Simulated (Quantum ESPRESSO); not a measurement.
# Mn3ZnN: cost and accuracy of the plane-wave cutoff, part 3 of 3

Aim: see how far moments and order energies of Mn3ZnN move with the plane-wave cutoff, and what each rung costs.

Quantum ESPRESSO 7.5; PBEsol; plane waves with GBRV 1.5 PBEsol potentials, no spin-orbit coupling (settings of the first rung).

So far, largest spin moment in the atom's sphere (μB): step 2 (rung 1, start ferro +++) 0.813; step 8 (rung 4, start ferro +++) 2.16; step 9 (rung 4, start ferri ++-) 2.50; step 10 (rung 5, start ferro +++) 2.16; step 11 (rung 5, start ferri ++-) 2.50.

## Step 12: A faulty input

One input was spoiled on purpose, to see how the program answers.

Input file pw.in:

```
&CONTROL
  calculation = 'scf'
  prefix = 'pwscf'
  outdir = './tmp'
  pseudo_dir = './pseudo'
  disk_io = 'nowf'
/
&SYSTEM
  ibrav = 0
  nat = 5
  ntyp = 3
  ecutwfc = 8
  ecutrho = 280
  nbnd = 51
  occupations = 'smearing'
  smearing = 'fd'
  degauss = 0.00734986
  nspin = 2
  starting_magnetization(1) = 0.2333
  starting_magnetization(2) = 0
  starting_magnetization(3) = 0
/
&ELECTRONS
  conv_thr = 1d-08
  electron_maxstep = 50
  mixing_beta = 0.3
/
ATOMIC_SPECIES
Mn     54.9380 mn_pbesol_v1.5.uspp.F.UPF
Zn     65.3800 zn_pbesol_v1.uspp.F.UPF
N      14.0070 n_pbesol_v1.2.uspp.F.UPF
CELL_PARAMETERS angstrom
   3.9020000000    0.0000000000    0.0000000000
   0.0000000000    3.9020000000    0.0000000000
   0.0000000000    0.0000000000    3.9020000000
ATOMIC_POSITIONS crystal
Mn      0.0000000000    0.5000000000    0.5000000000
Mn      0.5000000000    0.0000000000    0.5000000000
Mn      0.5000000000    0.5000000000    0.0000000000
Zn      0.0000000000    0.0000000000    0.0000000000
N       0.5000000000    0.5000000000    0.5000000000
K_POINTS automatic
8 8 8 0 0 0
```

Started as:

```sh
$ OMP_NUM_THREADS=1 mpirun -n 2 pw.x -nk 2 -in pw.in > pw.out
```

The program printed:

```text
[banner, memory and clock lines left out]
Program PWSCF v.7.5 starts

     Message from routine setup:
     using ibrav=0 with symmetry is DISCOURAGED, use correct ibrav instead

     bravais-lattice index     =            0
     lattice parameter (alat)  =       7.3737  a.u.
     unit-cell volume          =     400.9206 (a.u.)^3
     number of atoms/cell      =            5
     number of atomic types    =            3
     number of electrons       =        70.00
     number of Kohn-Sham states=           51
     kinetic-energy cutoff     =       8.0000  Ry
     charge density cutoff     =     280.0000  Ry
     scf convergence threshold =      1.0E-08
     mixing beta               =       0.3000
     number of iterations used =            8  plain     mixing
     Exchange-correlation= SLA  PW   PSX  PSC
                           (   1   4  10   8   0   0   0)

     [... lines left out ...]
     PseudoPot. # 1 for Mn read from file:
     mn_pbesol_v1.5.uspp.F.UPF
     Pseudo is Ultrasoft + core correction, Zval = 15.0

     PseudoPot. # 2 for Zn read from file:
     zn_pbesol_v1.uspp.F.UPF
     Pseudo is Ultrasoft, Zval = 20.0

     PseudoPot. # 3 for N  read from file:
     n_pbesol_v1.2.uspp.F.UPF
     Pseudo is Ultrasoft + core correction, Zval =  5.0

     atomic species   valence    mass     pseudopotential
     Mn               15.00    54.93800     Mn( 1.00)
     Zn               20.00    65.38000     Zn( 1.00)
     N                 5.00    14.00700     N ( 1.00)

     Starting magnetic structure
     atomic species   magnetization
     Mn              0.233
     Zn              0.000
     N               0.000

     48 Sym. Ops., with inversion, found

   Cartesian axes

     site n.     atom                  positions (alat units)
         1        Mn     tau(   1) = (   0.0000000   0.5000000   0.5000000  )
         2        Mn     tau(   2) = (   0.5000000   0.0000000   0.5000000  )
         3        Mn     tau(   3) = (   0.5000000   0.5000000   0.0000000  )
         4        Zn     tau(   4) = (   0.0000000   0.0000000   0.0000000  )
         5        N      tau(   5) = (   0.5000000   0.5000000   0.5000000  )

     number of k points=    35  Fermi-Dirac smearing, width (Ry)=  0.0073

     Dense  grid:    31559 G-vectors     FFT dimensions: (  40,  40,  40)

     Smooth grid:     1237 G-vectors     FFT dimensions: (  15,  15,  15)

     Check: negative core charge=   -0.000057
     Generating pointlists ...
     new r_m :   0.2063 (alat units)  1.5208 (a.u.) for type    1
     new r_m :   0.2917 (alat units)  2.1508 (a.u.) for type    2
     new r_m :   0.2063 (alat units)  1.5208 (a.u.) for type    3

     Initial potential from superposition of free atoms

     starting charge      68.4996, renormalised to      70.0000
     Starting wfcs are   56 randomized atomic wfcs

     Self-consistent Calculation

     iteration #  1     ecut=     8.00 Ry     beta= 0.30
     Davidson diagonalization with overlap
     ethr =  1.00E-02,  avg # of iterations =  5.4

     total energy              =    -939.09040671 Ry
     estimated scf accuracy    <     204.35020613 Ry

     total magnetization       =     1.78 Bohr mag/cell
     absolute magnetization    =     1.78 Bohr mag/cell

     [... further iterations left out ...]

     iteration # 27     ecut=     8.00 Ry     beta= 0.30
     Davidson diagonalization with overlap
     ethr =  5.35E-11,  avg # of iterations =  1.0

     negative rho (up, down):  5.218E-03 5.218E-03

     Magnetic moment per site  (integrated on atomic sphere of radius R)
     atom   1 (R=0.206)  charge=  8.6313  magn= -0.0000
     atom   2 (R=0.206)  charge=  8.6313  magn= -0.0000
     atom   3 (R=0.206)  charge=  8.6313  magn= -0.0000
     atom   4 (R=0.292)  charge= 17.6923  magn=  0.0000
     atom   5 (R=0.206)  charge=  4.3512  magn= -0.0000

     End of self-consistent calculation

     [... lines left out ...]
     the Fermi energy is    29.2502 ev

!    total energy              =    -880.26813170 Ry
     estimated scf accuracy    <          2.0E-09 Ry
     smearing contrib. (-TS)   =      -0.00749739 Ry
     internal energy E=F+TS    =    -880.26063431 Ry

     The total energy is F=E-TS. E is the sum of the following terms:
     one-electron contribution =    -167.51947241 Ry
     hartree contribution      =      72.98790155 Ry
     xc contribution           =     -86.00994694 Ry
     ewald contribution        =    -699.71911651 Ry

     total magnetization       =    -0.00 Bohr mag/cell
     absolute magnetization    =     0.00 Bohr mag/cell

     convergence has been achieved in  27 iterations
```

Elapsed: 57 s, on 2 MPI ranks of Intel Xeon Platinum 8175M at 2.50GHz (Skylake/Cascade Lake), shared host; peak memory 0.26 GiB; 1.9 min of CPU time.

The run converged, but its input is faulty, so its numbers are not to be trusted.

The fault in the input: a cutoff far too low.

## Step 13: The rungs together

Ferrimagnetic means that a moment over 0.15 μB on a transition or rare-earth metal, induced ones included, opposes the net moment. Ladder, by row:

| rung | cutoff (eV) | state from the first start | state from the second start | second less first (meV a seeded atom) | moment, first (μB) | moment, second (μB) | CPU time (s) |
| --- | --- | --- | --- | --- | --- | --- | --- |
| 1 | 245 | ferromagnetic | ferrimagnetic | 3.361 | 0.8126 | 1.464 | 258 |
| 2 | 327 | ferromagnetic | ferrimagnetic | 1.184 | 2.452 | 2.548 | 512.7 |
| 3 | 435 | ferromagnetic | ferrimagnetic | -34.19 | 2.17 | 2.501 | 943.2 |
| 4 | 544 | ferromagnetic | ferrimagnetic | -34.5 | 2.16 | 2.498 | 1135 |
| 5 | 762 | ferromagnetic | ferrimagnetic | -34.43 | 2.163 | 2.499 | 1638 |

## Step 14: What came out

```json
{
  "range of the largest moment, first start": "0.813 to 2.45 μB; second start 1.46 to 2.55 μB",
  "range of CPU time": "4.3 min to 27 min",
  "range of the energy difference": "-34.5 to 3.36 meV a seeded atom",
  "first rung that agrees with the last (margins below)": "3"
}
```

**Reading.** From rung 3 on the states are those of the last rung, the moments stay within 0.05 μB of it and the difference within 1.7 meV; rung 3 took 58 % of its CPU time. The sign of the difference changes along the ladder, so the order that comes out lowest hangs on the rung. Energies are free energies at an electronic temperature of 1160 K, which lowers moments and differences where the moments are itinerant. No Hubbard term acts here. In such compounds local and semilocal functionals without one often delocalise the d electrons, and can shrink or lose moments and miss the size, sign and order of the couplings.

[Logs and program files are shortened in this print: banners, set-up blocks, solver, clock and traceback lines can be left out without a mark of their own.]

[Logs are printed without paths, hosts, clocks, repeated set-up lines and the standing remarks that a program may print on its own settings, such as how far it seeks lower states.]

[Hosts, paths, dates, database ids (printed as entryN), source tags and the programs' standing remarks are cut or masked in the printed files.]

[Where a cell is said to come from a database of computed structures, the database is the Materials Project.]
